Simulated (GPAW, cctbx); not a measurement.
## Bonding in RbTi2 as X-rays see it

Aim: compute the bonding part of the density of RbTi2, find which reflections carry it, and see how it biases an ordinary refinement.

The start was made by putting kin elements into a known structure type; the compound need not exist, or be stable, in this form. All numbers below are calculated.

## 1. Relax the structure

The density hangs on the geometry, so cell and atoms are relaxed first, with the symmetry held. The cutoff is set higher than for the density because stress converges slowly with plane waves.

Settings: GPAW 26.7.0, PBE, 570 eV, 5×5×5 k-points, Fermi–Dirac width 0.1 eV, BFGS to 0.03 eV/Å.

```text
cell
1.0
     2.786000000    2.786000000   -3.897000000
    -2.786000000    2.786000000    3.897000000
     2.786000000   -2.786000000    3.897000000
Rb Ti
1 2
Direct
0.000000000 0.500000000 0.500000000
0.500000000 0.250000000 0.750000000
0.500000000 0.750000000 0.250000000
```

```console
$ OMP_NUM_THREADS=1 mpirun -n 4 gpaw python run.py > gpaw.log
```

```text
BFGS:    0       -6.640070        0.993003
BFGS:    1       -6.675754        0.974977
BFGS:    2       -6.995934        0.723235
BFGS:    3       -7.182041        0.361900
...
BFGS:   28       -8.978467        0.257975
BFGS:   29       -8.982801        0.069315
BFGS:   30       -8.983949        0.004298
cell  5.3368 5.3368 5.3368  129.67 100.42 100.42
volume 105.887 A^3, largest force 0.000 eV/A, largest stress 0.02 GPa
```

The cell moved far, while the k-mesh and basis were chosen for the start, so the final shape may be somewhat biased.

After 30 steps the volume has changed by -12.5 % and the energy by -2.344 eV; the largest stress left is 0.02 GPa. It took 8.7 min on 4 cores of Arm Neoverse N1 (shared host), peak memory 1.2 GiB.

Relaxed structure: I4/mmm (no. 139), a = 6.8311 Å, b = 6.8311 Å, c = 4.5383 Å, α = 90.00°, β = 90.00°, γ = 90.00°.

```
atom  mult.    x  y    z
 Rb1      2    0  0  1/2
 Ti1      4  1/2  0  1/4
```

## 2. The all-electron density

X-rays see the whole electron density, so the PAW density is rebuilt with its core regions. Subtracting spherical free atoms from the same code cancels the cores and leaves the deformation density Δρ, the part due to bonding.

Settings: PBE, 450 eV, 6×6×6 k-points, Fermi–Dirac width 0.1 eV; primitive cell of 3 atoms.

```console
$ OMP_NUM_THREADS=1 mpirun -n 4 gpaw python run.py > gpaw.log
```

```text
|iter:   1|       0s |  -10.764808 | -0.34 |       |
|iter:   2|       2s |  -10.222035 | -1.37 | -1.01 |
|iter:   3|       4s |   -8.878188 | -0.50 | -1.08 |
...
|iter:   9|      15s |   -8.817220c| -5.54 | -3.81 |
|iter:  10|      17s |   -8.817261c| -6.42 | -4.11c|
|iter:  11|      18s |   -8.817264c| -7.46c| -4.96c|
```

```text
gpts.py:43: UserWarning: Initial realspace grid (24,27,27) inconsistent with symmetries.
gpts.py:43: UserWarning: Initial realspace grid (24,27,27) inconsistent with symmetries.
gpts.py:43: UserWarning: Initial realspace grid (24,27,27) inconsistent with symmetries.
gpts.py:43: UserWarning: Initial realspace grid (24,27,27) inconsistent with symmetries.
gpts.py:70: UserWarning: Using symmetrized grid: (27,27,27).
gpts.py:70: UserWarning: Using symmetrized grid: (27,27,27).
gpts.py:70: UserWarning: Using symmetrized grid: (27,27,27).
gpts.py:70: UserWarning: Using symmetrized grid: (27,27,27).
grid (54, 54, 54)  electrons 81.000  moved by bonding 0.965 e
deformation density beyond 0.5 A of the nuclei: max 0.203, min -0.265 e/A^3
atom        x       y       z   Voronoi charge  moment
Rb1    0.5000  0.0000  0.0000      0.194       0.00
Ti2    0.7500  0.5000  0.5000     -0.097       0.00
Ti3    0.2500  0.5000  0.5000     -0.097       0.00
mean inner potential of superposed free atoms 12.590 V
total magnetic moment 0.000 muB
```

Deformation density in a plane through the shortest contact of the Ti atom at the origin, in 0.01 e/Å³ (clipped at ±99); x from -1.6 to 3.9 Å, y from 2.4 down to -2.4 Å:

```text
 -1   0   0  -1  -1  -1  -1  -1  -1  -1  -1  -1  -1   0   0  -1
  0   0   0  -1  -1  -1  -1  -1  -1  -1  -1  -1  -1   0   0   0
 -1   0   0  -1  -2  -2  -1   0   0  -1  -2  -2  -1   0   0  -1
 -1   1   1  -2  -6  -5  -1   1   1  -1  -5  -6  -2   1   1  -1
  4   6   5   2 -11  -8   3   5   5   3  -8 -11   2   5   6   4
 15  12  13  16   .  -1  16  13  13  16  -1   .  16  13  12  15
 12  14  15   1   .   .   8  15  15   8   .   .   1  15  14  12
 15  12  13  16   .  -1  16  13  13  16  -1   .  16  13  12  15
  4   6   5   2 -11  -8   3   5   5   3  -8 -11   2   5   6   4
 -1   1   1  -2  -6  -5  -1   1   1  -1  -5  -6  -2   1   1  -1
 -1   0   0  -1  -2  -2  -1   0   0  -1  -2  -2  -1   0   0  -1
  0   0   0  -1  -1  -1  -1  -1  -1  -1  -1  -1  -1   0   0   0
 -1   0   0  -1  -1  -1  -1  -1  -1  -1  -1  -1  -1   0   0  -1
```

Atoms in or within 0.15 Å of the plane: Ti (0.0, 0.0), Ti (2.3, 0.0) Å. Dots mark points within about 0.45 Å of a nucleus; large values next to them are atomic features.

Ti gains most (-0.10 e) and Rb loses most (+0.19 e), as electronegativity suggests. Along the shortest contact from the Ti atom at the map's origin, Ti–Ti at 2.27 Å, Δρ is +0.13 e/Å³ at the midpoint and highest, +0.15, 1.40 Å from Ti (points within 0.5 Å of a nucleus left out): a bond charge, the mark of covalency. Point values carry grid noise of about 0.01 e/Å³. The run needed 11 iterations, 28 s.

## 3. Structure factors

The Fourier components of Δρ, added to those of the free atoms, give the static X-ray structure factors; the Mott–Bethe relation turns them into the Fourier components V of the potential that fast electrons feel.

```text
static structure factors of the conventional cell: F in electrons, V (Mott-Bethe) in volts
   h  k  l      d  |F| table  |F| free   |F| DFT   change   |V| free  |V| DFT  change %
   1  1  0  4.8303     9.603     9.673    10.613    0.940     2.185    1.710    -21.7
   1  0  1  3.7801    64.976    64.996    64.959   -0.037     2.785    2.796      0.4
   2  0  0  3.4156   134.724   134.666   135.273    0.607     6.902    6.748     -2.2
   2  1  1  2.5343    58.982    58.992    59.025    0.033     2.086    2.082     -0.2
   2  2  0  2.4152   121.418   121.213   122.308    1.094     5.149    5.011     -2.7
   0  0  2  2.2691     4.850     4.626     2.683   -1.943     1.045    1.261     20.7
   3  1  0  2.1602     4.527     4.315     5.078    0.763     0.978    0.901     -7.9
   1  1  2  2.0538   113.880   113.724   112.579   -1.145     4.407    4.512      2.4
   3  0  1  2.0352    54.661    54.679    54.708    0.029     1.732    1.730     -0.2
   2  0  2  1.8901     3.552     3.403     2.694   -0.709     0.819    0.874      6.7
   3  2  1  1.7484    51.380    51.393    51.407    0.015     1.496    1.495     -0.1
   4  0  0  1.7078   104.415   104.348   104.760    0.412     3.639    3.613     -0.7
   2  2  2  1.6537     2.399     2.330     2.109   -0.221     0.691    0.704      1.9
   3  3  0  1.6101     2.146     2.093     2.598    0.505     0.668    0.640     -4.2
```

The largest X-ray change is -1.94 e on 002, 42.0 % of |F|. For electrons V goes as (Z − F)/g², so a change of F counts against Z − F, which is small at low angle and wherever the atoms' terms cancel: |V| of 110 moves by -21.7 % (2.19 to 1.71 V) against +9.7 % in |F|. The tabulated Hartree–Fock atoms differ from the free DFT atoms by up to 0.22 e, so the choice of reference atom matters too.

## 4. How cheap can the run be?

Cutoff and k-mesh: one is changed at a time, to find what the result needs.

| run | ΔF 002 (e) | ΔF 112 (e) | ΔF 220 (e) | q(Ti) (e) | moved (e) | time |
| --- | --- | --- | --- | --- | --- | --- |
| 450 eV 6×6×6 | -1.943 | -1.145 | +1.094 | -0.097 | 0.965 | 28 s |
| 250 eV 6×6×6 | -1.976 | -1.175 | +1.071 | -0.096 | 0.969 | 12 s |
| 350 eV 6×6×6 | -1.957 | -1.158 | +1.086 | -0.097 | 0.964 | 22 s |
| 750 eV 6×6×6 | -1.942 | -1.143 | +1.095 | -0.097 | 0.964 | 64 s |
| 450 eV 2×2×2 | -1.703 | -0.976 | +0.685 | -0.084 | 0.861 | 11 s |
| 450 eV 3×3×3 | -2.070 | -1.171 | +1.060 | -0.103 | 1.049 | 13 s |

Within 0.04 e of the base on all three: 250 eV 6×6×6, 350 eV 6×6×6 and 750 eV 6×6×6. The largest error, 0.409 e, comes with 450 eV 2×2×2. The moved charge is off by up to 11 % among these runs. Times are from shared hosts.

## 5. What a spherical-atom refinement makes of it

Routine crystallography fits spherical atoms. To see the bias, intensities are simulated from tabulated atoms plus the DFT change ΔF, so that bonding alone can misfit (3548 reflections of the full sphere, merged to the counts below, to 0.5 Å, 1 % proportional noise plus counting noise, assumed isotropic U as listed, Δρ smeared by the mean U) and refined with cctbx over different ranges.

| range | data | R1 | GooF | U Rb1 (true 0.0036) | U Ti1 (true 0.0043) | largest shift (Å) | Δρ max, min (e/Å³) |
| --- | --- | --- | --- | --- | --- | --- | --- |
| all data | 287 | 0.0045 | 1.68 | 0.0036 | 0.0043 | 0.0000 | 0.28, -0.21 |
| low resolution, d > 0.84 | 70 | 0.0059 | 2.69 | 0.0036 | 0.0044 | 0.0000 | 0.21, -0.13 |
| high order, d < 0.75 | 193 | 0.0038 | 1.17 | 0.0036 | 0.0043 | 0.0000 | 0.18, -0.19 |
| occupancies free, d > 0.7 | 115 | 0.0055 | 2.27 | 0.0037 | 0.0043 | 0.0000 | 0.20, -0.18 |

With all data GooF is 1.68, so the misfit of spherical atoms stands above the noise; the top residual peak lies 1.13 Å from Ti and 1.13 Å from Ti, between them. No U is off by more than 3 s.u. at low resolution. Symmetry fixes every coordinate, so the shifts are zero by construction. With Rb1 held at 1 and the scale free, the other occupancies refine to Ti1 0.996(0.002), within three s.u. of full.

## 6. Answer

Bonding moves 0.96 e in the primitive cell of RbTi2 and changes the structure factors of the conventional cell in the table above by at most 1.94 e (002, 42.0 %). The shortest bond, Ti–Ti, has Δρ = +0.13 e/Å³ at its midpoint, a covalent bond charge. Within 0.04 e of the base on all three: 250 eV 6×6×6, 350 eV 6×6×6 and 750 eV 6×6×6. The largest error, 0.409 e, comes with 450 eV 2×2×2. The moved charge is off by up to 11 % among these runs. With all data GooF is 1.68, so the misfit of spherical atoms stands above the noise. Limits: static density, frozen cores, no spin–orbit coupling.

[Outputs are excerpts: Python notices, other lines and further rows are left out; steps that failed or that the build refused (PBEsol, TPSS) are not shown.]

[Logs are printed without paths, hosts, clocks, repeated set-up lines and the standing remarks that a program may print on its own settings, such as how far it seeks lower states.]
